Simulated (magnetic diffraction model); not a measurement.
**Moment size from magnetic intensity in TbGaPb**

Space group P-62m (no. 189), a = 7.8430 Å, c = 4.1950 Å.

```csv
site,atom,x,y,z
1b,Pb,0,0,1/2
2c,Pb,1/3,2/3,0
3g,Tb,0,0.6040,1/2
3f,Ga,0,0.2592,0
```

The compound is invented for this exercise: a known structure type with other elements, its cell scaled to their sizes and not relaxed.

Only Tb is taken to order (form factors of Tb3+); orders and moment sizes are assumed, and not adapted to the symmetry. Radiation: neutrons of λ = 2.52 Å, 2° to 80°; isotropic B of 0.24 Å² (Pb), 0.26 Å² (Tb) and 0.34 Å² (Ga). The intensities are simulated: I ∝ L Σ (|F_N|² + |F_M⊥|²) for unpolarised neutrons, with F_M = 2.695 fm/μB × Σ f(s) S exp(2πi Q·r) exp(−B s²) at Q = H ± k (one set where k and −k are equivalent), only the part normal to Q counting and L = 1/(sin²θ cos θ). For a modulated order the moment at position r is S exp(−2πi k·r) + c.c., with S = m/2 for a sine wave of amplitude m and S = m(u + iv)/2 for moments turning in a plane, u and v being orthogonal unit vectors in it; the phase factor of the sum at Q = H + k is then exp(2πi H·r). Form factors are spin-only for 3d ions and dipole or tabulated for f ions, scattering lengths are Sears's of 1992, and absorption is left out. A label names one of the reflections at its angle. The strongest nuclear line in the range is 100, and lines under 0.2 are left out.

In a first state the assumed order is k = (1/3 1/3 0), moments turning in the plane of [100] and [010], 7.4 μB on Tb; signs + at (0, 0.6040, 1/2), − at (0.6040, 0, 1/2), − at (0.3960, 0.3960, 1/2), with this pattern:

```tsv
2θ (°)	index	nuclear	magnetic
12.30	(1/3 1/3 0)	0.0	213.4
21.38	(1 0 0)	1.0	0.0
24.74	(2/3 2/3 0)	0.0	30.0
32.92	(4/3 1/3 0)	0.0	51.4
34.96	(0 0 1)	2.4	0.0
37.19	(1/3 1/3 1)	0.0	81.8
37.48	(1 1 0)	8.1	0.0
41.34	(1 0 1)	8.1	0.0
43.30	(2/3 2/3 1)	0.0	30.4
43.56	(2 0 0)	0.9	0.0
45.43	(5/3 2/3 0)	0.0	31.9
48.78	(4/3 1/3 1)	0.0	67.2
50.73	(4/3 4/3 0)	0.0	11.3
52.19	(1 1 1)	92.9	0.0
55.66	(7/3 1/3 0)	0.0	10.1
57.02	(2 0 1)	100.0	0.0
```
(The table stops after 16 lines; 16 more lie at higher angle.)

**Question.** Nearer the ordering temperature the line at 12.30° has total intensity 19.2 on the same scale, and all moments have shrunk alike. How large is the Tb moment?

The nuclear part, 0.0, stays, so the magnetic part is 19.2 against 213.4. It goes as m², so m = 7.4 × √(19.2/213.4) = 2.22 μB; the value used was 2.22 μB.

[Logs are printed without paths, hosts, clocks, repeated set-up lines and the standing remarks that a program may print on its own settings, such as how far it seeks lower states.]
